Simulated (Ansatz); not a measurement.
# MgMn2Si2, from a guessed structure to a relaxed one

This structure for MgMn2Si2 is made up. Its elements were placed in a known structure type with a cell scaled to their sizes. What cell does the guess relax to, and how far off was it?

Program: Ansatz 0.2.0. Level of theory: DFT, PBE, plane-wave PAW, default files, scalar-relativistic, ferromagnetic start, cell and ions relaxed at zero pressure, in the first sound run; inputs show where later runs differ. Results are calculated unless marked as measured.

### Step 1. The structure

The structure is trigonal, space group P-3m1 (No. 164). The conventional cell has a = 3.948 Å, b = 3.948 Å, c = 6.450 Å, α = 90.00°, β = 90.00°, γ = 120.00°. Mn has 4 Si at 2.44 to 2.54 Å nearest. Si has 4 Mn at 2.44 to 2.54 Å and 3 Mg at 2.74 Å nearest. Nearest to Mg lie 6 Si at 2.74 Å. Farther neighbours are not listed.

### Step 2. Relaxing cell and atoms

The guessed cell has no reason to be at equilibrium. It is relaxed with the atoms, within the space group of the guess.

input.yaml reads:

```yaml
crystal:
  lattice:
    - [3.948, 0.0, 0.0]
    - [-1.974, 3.419068294, 0.0]
    - [0.0, 0.0, 6.45]
  atoms:
    - { symbol: Mn, position: [0.666666667, 0.333333333, 0.3703], spin: 4.0 }
    - { symbol: Mn, position: [0.333333333, 0.666666667, 0.6297], spin: 4.0 }
    - { symbol: Si, position: [0.666666667, 0.333333333, 0.7647] }
    - { symbol: Si, position: [0.333333333, 0.666666667, 0.2353] }
    - { symbol: Mg, position: [0.0, 0.0, 0.0] }
magnetization:
  spin_polarized: true
kpoints:
  mp_grid: { grid: [8, 8, 4] }
scf:
  occupations: { method: fermi_dirac, width: 0.05 }
hamiltonian:
  xc: pbe
  pseudopotentials: { kind: paw }
relax:
  f_tol: 0.015
  max_steps: 70
  cell: {}
output:
  forces: true
  stress: true
```

Launch:

```bash
> ansatz run input.yaml --threads 4 --pin off --max-ram 8192MiB --backend cpu --events-out ev --progress --plain --runs-dir out
```

Numbers of over 12 decimals in the logs are rounded to 6 here.

Output:

```text
Engine: ansatz 0.2.0, aarch64-unknown-linux-gnu
Pseudopotentials: kind: paw
Pseudopotential: Mn, paw, valence charge 15, recommended cutoff 420 eV (normal), Mn.paw.azcp
Pseudopotential: Si, paw, valence charge 4, recommended cutoff 420 eV (normal), Si.paw.azcp
Pseudopotential: Mg, paw, valence charge 10, recommended cutoff 420 eV (normal), Mg.paw.azcp
Functional definition: PBE
  parameter kappa = 0.804
  parameter beta = 0.066725
  exchange = pbe_x(kappa = kappa, mu = beta*pi^2/3)
  correlation = pbe_c(beta = beta)
Crystal: 5 atoms, lattice volume = 87.065 Å³
Basis set: ecut = 420 eV, 1737 PW (Γ), exchange–correlation on 54×54×90 points (8 copies of the dense FFT grid, shifted against one another)
Bands: 34, of which v1, the nominal top of the filled ones, is band 24 counted from 1 (23 counted from 0)
Symmetry: 12 space group operations
Space group: P-3m1 (ITA 164), of the structure as read, at distance tolerance 4.4e-5 Å
Magnetic group: BNS 164.85 (UNI 1315), of the structure as read, at distance tolerance 4.4e-5 Å
k-points: 35 of 256
Non-local potential: Mn, projectors of the file, l = 0: 3, l = 1: 2, l = 2: 3, l = 3: 1
Non-local potential: Si, projectors of the file, l = 0: 2, l = 1: 2, l = 2: 2
Non-local potential: Mg, projectors of the file, l = 0: 3, l = 1: 2, l = 2: 1
PAW form: soft (Blöchl's): semilocal exchange-correlation on the pseudo side does not see the compensation charge
PAW one-centre angular grid: Mn, 590 points (default); XC on 64 Gauss nodes
PAW one-centre angular grid: Si, 110 points (default); XC on 64 Gauss nodes
PAW one-centre angular grid: Mg, 110 points (default); XC on 64 Gauss nodes
Initial density: superposition of atomic densities (chi_scale 0.1, normalization cell)
Starting moments: Σ|m| = 8 μB on 2 of 5 sites
Initial wavefunctions: pseudopotential atomic-orbital guess
Functional: x = pbe(κ = 0.804, μ = 0.219515), c = pbe(β = 0.066725)
SCF iter   1: F=—  HF=-10991.572782 eV  |F-HF|=—  |Δ(HF+E_count)|=         —  Δρ=2.59e-2 (↑2.59e-2 ↓2.12e-2)  dr2=1.92e0  dr2_m=1.87e-1  M=6.811 μB ∫|m|=7.652 μB  β_m=0.30  ethr=3.10e-3  ⟨swp⟩=6.4  Hψ=9487  notcnv=0
Mixer restart at iter 1: flushing history
preconditioner: auto → Kerker (q_TF=auto, 2.471 Å⁻¹)  [metal: Δε(μ)=0.015 eV  Ē_g=6.683 eV  σ=0.050 eV  W_gap=0.08  n_scr=22 (ndim 8)  ℏωp=19.5 eV  f_vac=0.000  D(μ)=2.28/eV (n_scr^D=22)]
spin=Collinear: Kerker preconditioning applied to the charge; magnetization (m = ρ↑ − ρ↓) channel mixes plain (no charge-response kernel on spin).
SCF iter   2: F=—  HF=-10991.413521 eV  |F-HF|=—  |Δ(HF+E_count)|=   1.59e-1  Δρ=1.90e-2 (↑1.30e-2 ↓1.90e-2)  dr2=1.35e0  dr2_m=9.42e-2  M=6.705 μB ∫|m|=7.620 μB  β_m=0.52  ethr=3.10e-3  ⟨swp⟩=2.0  Hψ=3420  notcnv=0  defer=152
SCF iter   3: F=—  HF=-10991.845207 eV  |F-HF|=—  |Δ(HF+E_count)|=   4.32e-1  Δρ=1.64e-2 (↑8.19e-3 ↓1.64e-2)  dr2=9.13e-1  dr2_m=7.55e-2  M=6.447 μB ∫|m|=7.452 μB  β_m=0.54  ethr=2.81e-3  ⟨swp⟩=2.0  Hψ=2864  notcnv=0  defer=159
SCF iter   4: F=—  HF=-10992.049293 eV  |F-HF|=—  |Δ(HF+E_count)|=   2.04e-1  Δρ=1.01e-2 (↑5.23e-3 ↓1.01e-2)  dr2=3.43e-1  dr2_m=3.08e-2  M=6.154 μB ∫|m|=7.197 μB  β_m=0.74  ethr=1.90e-3  ⟨swp⟩=2.3  Hψ=3000  notcnv=0  defer=162
SCF iter   5: F=—  HF=-10992.097669 eV  |F-HF|=—  |Δ(HF+E_count)|=   4.84e-2  Δρ=1.12e-2 (↑1.12e-2 ↓2.44e-3)  dr2=1.15e-1  dr2_m=2.20e-2  M=5.642 μB ∫|m|=6.758 μB  β_m=0.87  ethr=7.14e-4  ⟨swp⟩=3.1  Hψ=4194  notcnv=0  defer=166
SCF iter   6: F=—  HF=-10992.145864 eV  |F-HF|=—  |Δ(HF+E_count)|=         —  Δρ=1.51e-2 (↑1.51e-2 ↓1.29e-2)  dr2=8.63e-3  dr2_m=1.55e-1  M=5.043 μB ∫|m|=6.260 μB  β_m=0.87  ethr=2.39e-4  ⟨swp⟩=2.1  Hψ=3536  notcnv=0  defer=168
Mixer restart at iter 6: flushing history
SCF iter   7: F=—  HF=-10992.137632 eV  |F-HF|=—  |Δ(HF+E_count)|=   8.23e-3  Δρ=7.51e-3 (↑3.03e-3 ↓7.51e-3)  dr2=2.60e-2  dr2_m=2.14e-2  M=4.890 μB ∫|m|=6.136 μB  β_m=0.94  ethr=1.80e-5  ⟨swp⟩=2.0  Hψ=4762  notcnv=0  defer=168
SCF iter   8: F=—  HF=-10992.165804 eV  |F-HF|=—  |Δ(HF+E_count)|=   2.82e-2  Δρ=1.34e-2 (↑1.34e-2 ↓3.13e-3)  dr2=7.43e-2  dr2_m=4.90e-2  M=4.645 μB ∫|m|=5.888 μB  β_m=0.50  ethr=1.80e-5  ⟨swp⟩=2.9  Hψ=5065  notcnv=0  defer=168  recentre
SCF iter   9: F=—  HF=-10992.139521 eV  |F-HF|=—  |Δ(HF+E_count)|=   2.63e-2  Δρ=2.70e-3 (↑1.18e-3 ↓2.70e-3)  dr2=4.95e-3  dr2_m=2.88e-3  M=4.732 μB ∫|m|=5.987 μB  β_m=0.65  ethr=1.80e-5  ⟨swp⟩=2.2  Hψ=4959  notcnv=0  defer=180
SCF iter  10: F=—  HF=-10992.138942 eV  |F-HF|=—  |Δ(HF+E_count)|=   5.79e-4  Δρ=2.17e-4 (↑1.42e-4 ↓2.17e-4)  dr2=9.80e-5  dr2_m=4.43e-6  M=4.674 μB ∫|m|=5.924 μB  β_m=0.78  ethr=1.03e-5  ⟨swp⟩=1.8  Hψ=3415  notcnv=0  defer=180
SCF iter  11: F=—  HF=-10992.139048 eV  |F-HF|=—  |Δ(HF+E_count)|=   1.06e-4  Δρ=1.75e-4 (↑1.75e-4 ↓6.55e-5)  dr2=4.74e-5  dr2_m=4.12e-6  M=4.684 μB ∫|m|=5.933 μB  β_m=0.89  ethr=2.04e-7  ⟨swp⟩=1.9  Hψ=2893  notcnv=0  defer=180
SCF iter  12: F=—  HF=-10992.139054 eV  |F-HF|=—  |Δ(HF+E_count)|=   5.54e-6  Δρ=4.51e-5 (↑4.51e-5 ↓1.53e-5)  dr2=2.73e-6  dr2_m=2.85e-7  M=4.686 μB ∫|m|=5.934 μB  β_m=0.95  ethr=9.87e-8  ⟨swp⟩=2.0  Hψ=3122  notcnv=0  defer=180
SCF iter  13: F=—  HF=-10992.139054 eV  |F-HF|=—  |Δ(HF+E_count)|=   1.91e-7  Δρ=1.45e-5 (↑1.45e-5 ↓1.33e-5)  dr2=7.65e-7  dr2_m=5.18e-9  M=4.686 μB ∫|m|=5.935 μB  β_m=0.97  ethr=5.68e-9  ⟨swp⟩=1.3  Hψ=2413  notcnv=0  defer=180
SCF iter  14: F=—  HF=-10992.139054 eV  |F-HF|=—  |Δ(HF+E_count)|=   1.55e-8  Δρ=3.28e-6 (↑1.60e-6 ↓3.28e-6)  dr2=2.24e-8  dr2_m=1.52e-9  M=4.686 μB ∫|m|=5.934 μB  β_m=0.96  ethr=1.59e-9  ⟨swp⟩=2.1  Hψ=2877  notcnv=0  defer=180
SCF iter  15: F=-10992.139054 eV  HF=-10992.139054 eV  |F-HF|=1.28e-9  |Δ(HF+E_count)|=  2.26e-10  Δρ=6.98e-7 (↑6.98e-7 ↓4.97e-7)  dr2=1.78e-9  dr2_m=5.55e-11  M=4.685 μB ∫|m|=5.934 μB  ethr=4.68e-11  ⟨swp⟩=2.0  Hψ=7098  notcnv=0
SCF 1 converged in 15 iterations: F = -10992.139054 eV  dr2 = 1.78e-9
  greatest PAW one-centre occupation: 1.001 electrons in one spin orbital (limit 2), on the Mn atom at site 1 (counted from 0), in its partial waves of l = 1
relax step   1: F+E_penalty+E_count = -10992.13905385 eV  Δ(F+E_penalty+E_count) = +0.000e0 eV  max|allowed force component| = 1.548e0 eV/Å  Δτ_max = 0.0000 Å  P = -5.612 GPa  Ω = 87.065 Å³  (15 SCF iters, dr2 threshold 1.00e-7 eV, accepted)
Crystal: 5 atoms, lattice volume = 85.023 Å³
Basis set: ecut = 420 eV, 1701 PW (Γ), exchange–correlation on 54×54×90 points (8 copies of the dense FFT grid, shifted against one another)
Initial density: handed on by an earlier stage of this run
[...]
SCF iter   9: F=—  HF=-10992.550491 eV  |F-HF|=—  |Δ(HF+E_count)|=   8.21e-7  Δρ=9.15e-6 (↑9.15e-6 ↓5.29e-6)  dr2=2.52e-7  dr2_m=4.22e-9  M=4.149 μB ∫|m|=4.914 μB  β_m=0.95  ethr=1.33e-8  ⟨swp⟩=2.1  Hψ=2817  notcnv=0  defer=43
SCF iter  10: F=-10992.550491 eV  HF=-10992.550491 eV  |F-HF|=7.99e-8  |Δ(HF+E_count)|=   1.35e-8  Δρ=5.09e-6 (↑4.92e-6 ↓5.09e-6)  dr2=9.88e-8  dr2_m=1.47e-10  M=4.149 μB ∫|m|=4.914 μB  ethr=5.24e-10  ⟨swp⟩=2.4  Hψ=7737  notcnv=0
SCF 3 converged in 10 iterations: F = -10992.550491 eV  dr2 = 9.88e-8
relax step   3: F+E_penalty+E_count = -10992.55049097 eV  Δ(F+E_penalty+E_count) = -7.256e-2 eV  max|allowed force component| = 3.503e-1 eV/Å  Δτ_max = 0.0953 Å  P = +3.362 GPa  Ω = 79.937 Å³  energy of the carried Pulay correction = +1.289e-3 eV  (10 SCF iters, dr2 threshold 5.00e-7 eV, accepted)
[...]
relax step   4: F+E_penalty+E_count = -10992.58130747 eV  Δ(F+E_penalty+E_count) = -3.082e-2 eV  max|allowed force component| = 2.076e-2 eV/Å  Δτ_max = 0.0219 Å  P = +0.109 GPa  Ω = 82.102 Å³  energy of the carried Pulay correction = +8.858e-4 eV  (9 SCF iters, dr2 threshold 5.00e-7 eV, accepted)
[...]
relax step   5: F+E_penalty+E_count = -10992.58188506 eV  Δ(F+E_penalty+E_count) = -5.776e-4 eV  max|allowed force component| = 1.430e-2 eV/Å  Δτ_max = 0.0029 Å  P = +0.013 GPa  Ω = 82.105 Å³  energy of the carried Pulay correction = +8.854e-4 eV  (8 SCF iters, dr2 threshold 2.25e-7 eV, accepted)
[...]
relax step   6: F+E_penalty+E_count = -10992.58199236 eV  Δ(F+E_penalty+E_count) = -1.073e-4 eV  max|allowed force component| = 3.834e-3 eV/Å  Δτ_max = 0.0045 Å  P = -0.005 GPa  Ω = 82.059 Å³  energy of the carried Pulay correction = +8.939e-4 eV  (11 SCF iters, accepted)
Initial wavefunctions: pseudopotential atomic-orbital guess (no wavefunctions were taken with the density)
iter 1 solved again at ethr=1.49e-7 eV; its pass at ethr=3.10e-3 eV (dr2=7.15e-5 eV) is discarded
SCF iter   1: F=—  HF=-10992.581205 eV  |F-HF|=—  |Δ(HF+E_count)|=         —  Δρ=5.19e-5 (↑4.53e-5 ↓5.19e-5)  dr2=5.28e-6  dr2_m=2.80e-7  M=4.251 μB ∫|m|=5.115 μB  β_m=0.65  ethr=1.49e-7  ⟨swp⟩=3.1  Hψ=16302  notcnv=0
preconditioner: auto → none  [metal: Δε(μ)=0.053 eV  Ē_g=6.483 eV  σ=0.050 eV  W_gap=0.26  n_scr=8 (ndim 8)  ℏωp=20.1 eV  f_vac=0.000  D(μ)=2.65/eV (n_scr^D=22)]
SCF iter   2: F=—  HF=-10992.581204 eV  |F-HF|=—  |Δ(HF+E_count)|=   1.22e-6  Δρ=5.52e-5 (↑5.52e-5 ↓2.55e-5)  dr2=6.52e-6  dr2_m=2.82e-7  M=4.252 μB ∫|m|=5.115 μB  β_m=0.36  ethr=1.10e-8  ⟨swp⟩=2.0  Hψ=3230  notcnv=0
SCF iter   3: F=—  HF=-10992.581204 eV  |F-HF|=—  |Δ(HF+E_count)|=   3.73e-7  Δρ=1.80e-5 (↑1.36e-5 ↓1.80e-5)  dr2=2.50e-7  dr2_m=5.00e-8  M=4.251 μB ∫|m|=5.115 μB  β_m=0.41  ethr=1.10e-8  ⟨swp⟩=2.0  Hψ=3087  notcnv=0
SCF iter   4: F=—  HF=-10992.581205 eV  |F-HF|=—  |Δ(HF+E_count)|=   5.66e-7  Δρ=8.11e-6 (↑4.78e-6 ↓8.11e-6)  dr2=7.56e-8  dr2_m=1.72e-8  M=4.251 μB ∫|m|=5.115 μB  β_m=0.71  ethr=5.21e-10  ⟨swp⟩=2.8  Hψ=4079  notcnv=0
SCF iter   5: F=—  HF=-10992.581205 eV  |F-HF|=—  |Δ(HF+E_count)|=   6.70e-7  Δρ=7.00e-6 (↑3.21e-6 ↓7.00e-6)  dr2=9.10e-8  dr2_m=4.34e-9  M=4.251 μB ∫|m|=5.115 μB  β_m=0.71  ethr=1.58e-10  ⟨swp⟩=2.0  Hψ=3265  notcnv=0
SCF iter   6: F=—  HF=-10992.581206 eV  |F-HF|=—  |Δ(HF+E_count)|=   3.85e-7  Δρ=7.87e-6 (↑7.87e-6 ↓1.62e-6)  dr2=4.32e-8  dr2_m=1.20e-8  M=4.251 μB ∫|m|=5.114 μB  β_m=0.65  ethr=1.58e-10  ⟨swp⟩=2.7  Hψ=4230  notcnv=0
SCF iter   7: F=—  HF=-10992.581206 eV  |F-HF|=—  |Δ(HF+E_count)|=   1.24e-8  Δρ=2.98e-6 (↑2.98e-6 ↓5.99e-7)  dr2=7.08e-9  dr2_m=1.45e-9  M=4.251 μB ∫|m|=5.114 μB  β_m=0.68  ethr=9.01e-11  ⟨swp⟩=2.2  Hψ=2886  notcnv=0
SCF iter   8: F=—  HF=-10992.581206 eV  |F-HF|=—  |Δ(HF+E_count)|=   2.30e-9  Δρ=6.51e-7 (↑6.51e-7 ↓1.57e-7)  dr2=3.91e-10  dr2_m=6.75e-11  M=4.251 μB ∫|m|=5.114 μB  β_m=0.80  ethr=1.47e-11  ⟨swp⟩=2.0  Hψ=2946  notcnv=0
SCF iter   9: F=—  HF=-10992.581206 eV  |F-HF|=—  |Δ(HF+E_count)|=  2.16e-10  Δρ=1.24e-7 (↑1.24e-7 ↓6.23e-8)  dr2=3.01e-11  dr2_m=9.10e-13  M=4.251 μB ∫|m|=5.114 μB  β_m=0.84  ethr=1.00e-12  ⟨swp⟩=2.2  Hψ=3307  notcnv=0
SCF iter  10: F=—  HF=-10992.581206 eV  |F-HF|=—  |Δ(HF+E_count)|=  6.00e-11  Δρ=2.32e-8 (↑2.32e-8 ↓1.85e-8)  dr2=1.69e-12  dr2_m=1.15e-14  M=4.251 μB ∫|m|=5.114 μB  β_m=0.83  ethr=1.00e-12  ⟨swp⟩=1.8  Hψ=2525  notcnv=0
SCF iter  11: F=-10992.581206 eV  HF=-10992.581206 eV  |F-HF|=1.82e-12  |Δ(HF+E_count)|=  3.64e-12  Δρ=2.19e-8 (↑2.19e-8 ↓2.16e-8)  dr2=1.86e-12  dr2_m=4.57e-15  M=4.251 μB ∫|m|=5.114 μB  ethr=1.00e-12  ⟨swp⟩=2.2  Hψ=5957  notcnv=0
SCF 7 converged in 11 iterations: F = -10992.581206 eV  dr2 = 1.86e-12
relax step   7: F+E_penalty+E_count = -10992.58120561 eV  Δ(F+E_penalty+E_count) = +7.867e-4 eV  max|allowed force component| = 3.919e-3 eV/Å  Δτ_max = 0.0000 Å  P = -0.009 GPa  Ω = 82.059 Å³  stress off target by 2.40e-2 GPa  SCF on the basis re-selected at this cell (its energy is not comparable with the rows above)  (11 SCF iters)
basis re-selected at this cell: Δ(F+E_penalty+E_count) = +7.867e-4 eV, ΔP = -0.003 GPa vs the last step (what re-selecting the basis moved, of the pressure what is left beyond the Pulay correction that the steps carried, after the strain that the cell walked since its last selection, with what the two solves' SCF thresholds leave and, on support functions, any second-order correction that the steps lacked; it is no m [...]
SCF converged after 11 iterations
Magnetization: 4.2510 μB (26.1255 up, 21.8745 down)
Absolute magnetization: 5.1148 μB (∫|ρ↑−ρ↓|, with the PAW one-centre terms)
Spin contamination: 0.2276 ħ² per cell (⟨S²⟩ above its minimum at these occupations)
Per-site moments (μB) at R_I (Å): [(2.099137, 0.961955), (2.099137, 0.961955), (-0.110360, 0.961955), (-0.110360, 0.961955), (-0.016628, 1.148362)]
Free energy (F): -10992.581206 eV
Harris-Foulkes:  -10992.581206 eV  (|F-HF|=1.82e-12)
Internal energy: -10992.558194 eV  (E = F + TS)
E sigma→0 (E₀):  -10992.569700 eV
Entropy (-TS):   -0.023012 eV (-4.602 meV/atom)
Fermi energy:    9.759409 eV
--- Per-component energies (eV) ---
  E_band       = -897.353847
  E_kinetic    = 770.899257
  E_local      = -6649.417836  (includes V_loc(G=0)·N_el)
  E_nonlocal   = 632.601265
  E_hartree    = 2702.729807
  E_xc         = -368.018657
  E_vxc        = -423.531017  (∫ρ·V_xc dr)
  E_paw        = -3919.599838  (= ΣΔE_a)
  E_vpaw       = -633.365249  (= ΣTr[D̂ρ^β])
  E_aug_tail   = -0.000005  (compensation charges beyond the density's cutoff)
  E_ewald      = -4161.752186
  E_smearing   = -0.023012  (= −TS)
  E_closure    = -0.000000  (closes the sum)
  Σ components = -10992.581206   (vs F -10992.581206, Δ=0.00e0)
--- Forces (eV/Å), atoms counted from 1 ---
  atom   1  Mn     0.00000000    -0.00000000     0.00099732
  atom   2  Mn     0.00000000     0.00000000    -0.00099732
  atom   3  Si    -0.00000000    -0.00000000    -0.00391871
  atom   4  Si     0.00000000     0.00000000     0.00391871
  atom   5  Mg    -0.00000000     0.00000000     0.00000000
  max |Σ_I F_I| component: 1.85e-17 eV/Å
--- Stress (GPa, compression-positive) ---
       -0.001417      -0.000000       0.000000
       -0.000000      -0.001417       0.000000
        0.000000       0.000000      -0.023961
  P = ⅓ Tr σ = -0.0089 GPa (-0.089 kbar)
--- Relaxed structure (6 steps of the walk, 6 accepted, 1 SCFs on fresh bases) ---
  F+E_penalty+E_count = -10992.58120561 eV   max|allowed force component| = 3.919e-3 eV/Å   (the final SCF, on the basis selected at the relaxed cell)
  cell:  # Å, volume = 82.0586 Å³
    - [3.913083, 0, 0]
    - [-1.956541, 3.388829, 0]
    - [0, 0, 6.188076]
  atoms:
    - { symbol: Mn, position: [0.666667, 0.333333, 0.356296] }
    - { symbol: Mn, position: [0.333333, 0.666667, 0.643704] }
    - { symbol: Si, position: [0.666667, 0.333333, 0.737128] }
    - { symbol: Si, position: [0.333333, 0.666667, 0.262872] }
    - { symbol: Mg, position: [0, 0, -8.202955971673276e-19] }
```

It took 22 s on 4 threads of Arm Neoverse V2, shared host; peak memory 0.52 GiB; 80 s of CPU time.

Relaxation path:

```csv
step,energy less that of the first step (eV),largest force component (eV/Å),pressure (GPa),volume (Å³)
1,0.0000,1.5480,-5.61,87.07
2,-0.3389,0.7406,-3.72,85.02
3,-0.4114,0.3503,3.36,79.94
4,-0.4423,0.0208,0.11,82.10
5,-0.4428,0.0143,0.01,82.10
6,-0.4429,0.0038,-0.01,82.06
7*,-0.4422,0.0039,-0.01,82.06
```

Relaxation steps marked * repeat the geometry before them on a plane-wave basis chosen anew for their cell, so energy and pressure can jump there.

The run keeps the 12 symmetry operations that it works with, so distortions that break them were not tested.

```csv
"conventional cell, symmetrised",before,after,change
a (Å),3.948,3.913,-0.9 %
b (Å),3.948,3.913,-0.9 %
c (Å),6.450,6.188,-4.1 %
volume (Å³/atom),17.41,16.41,-5.8 %
```

The atoms that moved most (Å, as changes of fractional coordinates times the final cell):

```csv
atom,dx,dy,dz,length
Si4,0.000,0.000,0.171,0.171
Si3,0.000,0.000,-0.171,0.171
Mn2,0.000,0.000,0.087,0.087
Mn1,0.000,0.000,-0.087,0.087
```

The relaxed structure:

```xyz
5
Lattice="3.9131 0.0000 0.0000 -1.9565 3.3888 0.0000 0.0000 0.0000 6.1881" Properties=species:S:1:pos:R:3 pbc="T T T"
Mn    1.9565    1.1296    2.2048
Mn    0.0000    2.2592    3.9833
Si    1.9565    1.1296    4.5614
Si    0.0000    2.2592    1.6267
Mg    0.0000    0.0000    0.0000
```

Numbers from this step:

* free energy: -10992.5812 eV
* energy at zero smearing: -10992.5697 eV
* smearing term TS: 0.02301 eV
* Fermi energy: 9.759 eV
* magnetization: 4.251 μB
* absolute magnetization: 5.115 μB
* site moments: 2.099, 2.099, -0.1104, -0.1104, -0.01663 μB
* electrons: 48
* symmetry operations: 12
* pressure: -0.008932 GPa

Site moment by atom:

```csv
atom,site moment (μB)
Mn1,2.10
Mn2,2.10
Si3,-0.11
Si4,-0.11
Mg5,-0.02
```

Shortest distances by pair of elements, guess and relaxed (not always the same contact):

```csv
pair,guess (Å),relaxed (Å)
Mn–Si,2.440,2.332
Mg–Si,2.738,2.784
Mn–Mn,2.828,2.875
Mg–Mn,3.302,3.157
Si–Si,3.796,3.704
```

The relaxation ends with a largest force component of 0.0039 eV/Å and a pressure of -0.01 GPa.

[end of part 1 of 2]

[Logs are printed without paths, hosts, clocks, repeated set-up lines and the standing remarks that a program may print on its own settings, such as how far it seeks lower states.]

[Hosts, paths, dates, database ids (printed as entryN), source tags and the programs' standing remarks are cut or masked in the printed files.]
